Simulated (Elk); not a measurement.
## MnRh: parallel, opposed and spinless runs

A self-consistent run ends on one state, which hangs on the start. Several orders of MnRh are started in Elk and their energies compared.

Calculated with Elk 11.2.3 (patched build); PBEsol; all-electron APW+lo, Dirac cores, scalar-relativistic bands.

This is a report of a sequence of runs, with most program output left out.

**1. Starting point**

The structure is cubic, space group Pm-3m (No. 221). Conventional cell: a = 3.044 Å, b = 3.044 Å, c = 3.044 Å, α = 90.00°, β = 90.00°, γ = 90.00°. Mn has 8 Rh at 2.64 Å nearest. Rh has 8 Mn at 2.64 Å nearest. Farther neighbours are not listed.

**2. Run 1 (ferro +)**

The parallel start comes first: it fits the smallest cell, keeps the most symmetry and shows whether parallel moments form.

Moments are seeded by fields in the spheres (the last three columns under atoms), set against the wanted direction and reduced each loop.

Input file elk.in:

```
tasks
  0
  33
  73

xctype
  22

rgkmax
  7.0

nempty
  12

swidth
  0.002

reducebf
  0.5

epsengy
  1e-05

maxscl
  100

lmaxi
  2

spinpol
  .true.

sppath
  './'

avec
  5.75232632336 0.00000000000 0.00000000000
  0.00000000000 5.75232632336 0.00000000000
  0.00000000000 0.00000000000 5.75232632336

atoms
  2
  'Mn.in'
  1
  0.0000000000 0.0000000000 0.0000000000   0.000000 0.000000 -0.175000
  'Rh.in'
  1
  0.5000000000 0.5000000000 0.5000000000   0.000000 0.000000 0.000000

ngridk
  8 8 8

plot3d
  0 0 0
  1 0 0
  0 1 0
  0 0 1
  16 16 16
```

The run is started by

```bash
OMP_NUM_THREADS=2 elk
```

The job ended after 66 s (2 threads of Arm Neoverse V2, shared host; peak memory 0.15 GiB; 2.2 min of CPU time).

This step gave:

```yaml
density_of_states_at_the_fermi_level: 2.230 states/eV/cell
moment_between_the_spheres: 0.07460 μB
magnetization: 4.132 μB
final_state: ferromagnetic
largest_moment: 3.493 μB
```

After 20 cycles the largest moment stands at 3.49 μB.

**3. Run 2 (antiferro q=(1/2,1/2,1/2) +-)**

Another pattern of signs weighs the neighbour shells otherwise.

This order needs a doubled cell of 4 atoms. Its mesh is chosen so that both cells sample the same points.

Input file elk.in:

```
tasks
  0

xctype
  22

rgkmax
  7.0

nempty
  12

swidth
  0.002

reducebf
  0.5

epsengy
  1e-05

maxscl
  100

lmaxi
  2

spinpol
  .true.

sppath
  './'

avec
  11.50465264672 0.00000000000 0.00000000000
  5.75232632336 5.75232632336 0.00000000000
  5.75232632336 0.00000000000 5.75232632336

atoms
  2
  'Mn.in'
  2
  0.0000000000 0.0000000000 0.0000000000   0.000000 0.000000 -0.175000
  0.5000000000 0.0000000000 0.0000000000   0.000000 0.000000 0.175000
  'Rh.in'
  2
  0.7500000000 0.5000000000 0.5000000000   0.000000 0.000000 0.000000
  0.2500000000 0.5000000000 0.5000000000   0.000000 0.000000 0.000000

ngridk
  4 8 8
```

The run is started by

```bash
OMP_NUM_THREADS=2 elk
```

Run time: 3.1 min. Hardware: 2 threads; peak memory 0.29 GiB; 5.9 min of CPU time.

Spin moment in the muffin-tin sphere by atom:

```csv
atom,spin moment in the muffin-tin sphere (μB)
Mn1,3.57
Mn2,-3.57
Rh3,0.00
Rh4,0.00
```

Numbers from this step:

| Item | Value |
| --- | --- |
| density of states at the Fermi level | 5.928 states/eV/cell |
| moment between the spheres | 0 μB |
| magnetization | 0 μB |
| final state | antiferromagnetic |

It lies 63.3 meV a seeded atom over the first start, and its largest moment is 3.57 μB against 3.49 μB.

**4. Run 3 (antiferro q=(0,1/2,1/2) +-)**

The cell is doubled to 4 atoms to hold this order. Its mesh is chosen so that both cells sample the same points.

Input file elk.in:

```
tasks
  0

xctype
  22

rgkmax
  7.0

nempty
  12

swidth
  0.002

reducebf
  0.5

epsengy
  1e-05

maxscl
  100

lmaxi
  2

spinpol
  .true.

sppath
  './'

avec
  5.75232632336 0.00000000000 0.00000000000
  0.00000000000 11.50465264672 0.00000000000
  0.00000000000 5.75232632336 5.75232632336

atoms
  2
  'Mn.in'
  2
  0.0000000000 0.0000000000 0.0000000000   0.000000 0.000000 -0.175000
  0.0000000000 0.5000000000 0.0000000000   0.000000 0.000000 0.175000
  'Rh.in'
  2
  0.5000000000 0.0000000000 0.5000000000   0.000000 0.000000 0.000000
  0.5000000000 0.5000000000 0.5000000000   0.000000 0.000000 0.000000

ngridk
  8 4 8
```

The run is started by

```bash
OMP_NUM_THREADS=2 elk
```

Run time: 7.5 min. Hardware: 2 threads; peak memory 0.3 GiB.

Spin moment in the muffin-tin sphere by atom:

```csv
atom,spin moment in the muffin-tin sphere (μB)
Mn1,3.60
Mn2,-3.60
Rh3,0.00
Rh4,0.00
```

Numbers from this step:

```
density of states at the Fermi level : 5.773 states/eV/cell
moment between the spheres           : 0 μB
magnetization                        : 0 μB
final state                          : antiferromagnetic
```

It lies 0.592 meV a seeded atom over the first start, and its largest moment is 3.60 μB against 3.49 μB.

**5. Order 4, typed as antiferro q=(0,0,1/2) +-**

An opposed order shows whether the pairs that it reverses prefer unlike signs.

The cell is doubled to 4 atoms to hold this order. Its mesh is chosen so that both cells sample the same points.

Input file elk.in:

```
tasks
  0

xctype
  22

rgkmax
  7.0

nempty
  12

swidth
  0.002

reducebf
  0.5

epsengy
  1e-05

maxscl
  100

lmaxi
  2

spinpol
  .true.

sppath
  './'

avec
  5.75232632336 0.00000000000 0.00000000000
  0.00000000000 5.75232632336 0.00000000000
  0.00000000000 0.00000000000 11.50465264672

atoms
  2
  'Mn.in'
  2
  0.0000000000 0.0000000000 0.0000000000   0.000000 0.000000 -0.175000
  0.0000000000 0.0000000000 0.5000000000   0.000000 0.000000 0.175000
  'Rh.in'
  2
  0.5000000000 0.5000000000 0.2500000000   0.000000 0.000000 0.000000
  0.5000000000 0.5000000000 0.7500000000   0.000000 0.000000 0.000000

ngridk
  8 8 4
```

The run is started by

```bash
OMP_NUM_THREADS=2 elk
```

Run time: 7 min. Hardware: 2 threads; peak memory 0.31 GiB; 14 min of CPU time.

Numbers from this step:

| Quantity | Value |
| --- | --- |
| density of states at the Fermi level | 5.706 states/eV/cell |
| moment between the spheres | 0 μB |
| magnetization | 0 μB |
| final state | antiferromagnetic |
| largest moment | 3.582 μB |

It lies 86.3 meV a seeded atom over the first start, and its largest moment is 3.58 μB against 3.49 μB.

**6. Run 5 (no spin polarisation)**

This run holds no moments, which gives a state to set the others against.

Input file elk.in:

```
tasks
  0

xctype
  22

rgkmax
  7.0

nempty
  12

swidth
  0.002

epsengy
  1e-05

maxscl
  100

lmaxi
  2

sppath
  './'

avec
  5.75232632336 0.00000000000 0.00000000000
  0.00000000000 5.75232632336 0.00000000000
  0.00000000000 0.00000000000 5.75232632336

atoms
  2
  'Mn.in'
  1
  0.0000000000 0.0000000000 0.0000000000   0.000000 0.000000 0.000000
  'Rh.in'
  1
  0.5000000000 0.5000000000 0.5000000000   0.000000 0.000000 0.000000

ngridk
  8 8 8
```

The run is started by

```bash
OMP_NUM_THREADS=2 elk
```

Elapsed: 11 s, on 2 threads; peak memory 0.07 GiB.

This step gave:

```yaml
density_of_states_at_the_fermi_level: 6.894 states/eV/cell
final_state: non-magnetic (no spin polarisation)
```

It lies 1182 meV a seeded atom over the first start.

**7. Ranking**

These are free energies at a smearing of 0.0544 eV, so its entropy term is in the differences. They are divided by the number of seeded atoms, so that cells of unlike size compare. Wavevectors q in the names are fractions of the reciprocal vectors of the first run's cell.

Orders:

```csv
start,final state,typed order kept,energy over the lowest (meV a seeded atom),largest sphere moment (μB),net moment (μB a primitive cell),DOS at the Fermi level (states/eV a primitive cell),mesh matched,CPU time (s)
ferro +,ferromagnetic,yes,0,3.493,4.132,2.23,yes,129.4
"antiferro q=(1/2,1/2,1/2) +-",antiferromagnetic,yes,63.27,3.566,0,2.964,yes,353.4
"antiferro q=(0,1/2,1/2) +-",antiferromagnetic,yes,0.5917,3.601,0,2.886,yes,877.3
"antiferro q=(0,0,1/2) +-",antiferromagnetic,yes,86.25,3.582,0,2.853,yes,826.1
no spin polarisation,non-magnetic,-,1182,0,0,6.894,yes,19.39
```

**8. Spin–orbit coupling**

Orbital moments arise only with spin–orbit coupling, and measured moments hold them.

The run goes on from the saved lowest state, with the moments along the z axis of the cell.

Edit elk.in of step 6 so:

```diff
@@ -1,3 +1,4 @@
 tasks
-  0
+  1
+  15
 
@@ -15,2 +16,5 @@
 
+reducebf
+  0.5
+
 epsengy
@@ -22,3 +26,12 @@
 lmaxi
-  2
+  3
+
+spinpol
+  .true.
+
+spinorb
+  .true.
+
+cmagz
+  .true.
 
@@ -36,3 +49,3 @@
   1
-  0.0000000000 0.0000000000 0.0000000000   0.000000 0.000000 0.000000
+  0.0000000000 0.0000000000 0.0000000000   0.000000 0.000000 -0.000175
   'Rh.in'
```

The run is started by

```bash
OMP_NUM_THREADS=2 elk
```

It took 2.5 min on 2 threads; peak memory 0.22 GiB; 5 min of CPU time.

This step gave:

```
density of states at the Fermi level : 2.191 states/eV/cell
moment between the spheres           : 0.07493 μB
magnetization                        : 4.129 μB
final state                          : ferromagnetic
largest moment                       : 3.492 μB
```

Orbital moment <L> in the sphere by atom:

```csv
atom,x (μB),y (μB),z (μB),size
Mn1,0.0000,0.0000,0.0248,0.0248
Rh2,0.0000,0.0000,0.0006,0.0006
```

**9. Results**

```yaml
lowest_state_found: ferromagnetic (typed ferro +)
largest_site_moment: 3.49 μB
next_state: antiferromagnetic, 0.592 meV a seeded atom higher
energy_gained_by_spin_polarisation: 1182 meV a seeded atom
with_spin_orbit_coupling_largest_spin_moment_and_its_orbital_moment: 3.49 and 0.0248 μB
```

The lowest state found is ferromagnetic, reached from the start ferro +, with moments up to 3.49 μB. The two lowest states lie so close that the mesh, the functional or spin–orbit coupling could swap them. Forming the largest moments gains far more than ordering them, so they should outlast the ordering temperature. The orbital moment is almost quenched. This is the lowest of 5 finished starts, no proof of the ground state.

[Logs and program files are shortened in this print: banners, set-up blocks, solver, clock and traceback lines can be left out without a mark of their own.]

[Logs are printed without paths, hosts, clocks, repeated set-up lines and the standing remarks that a program may print on its own settings, such as how far it seeks lower states.]

[Hosts, paths, dates, database ids (printed as entryN), source tags and the programs' standing remarks are cut or masked in the printed files.]

[Where a cell is said to come from a database of computed structures, the database is the Materials Project.]
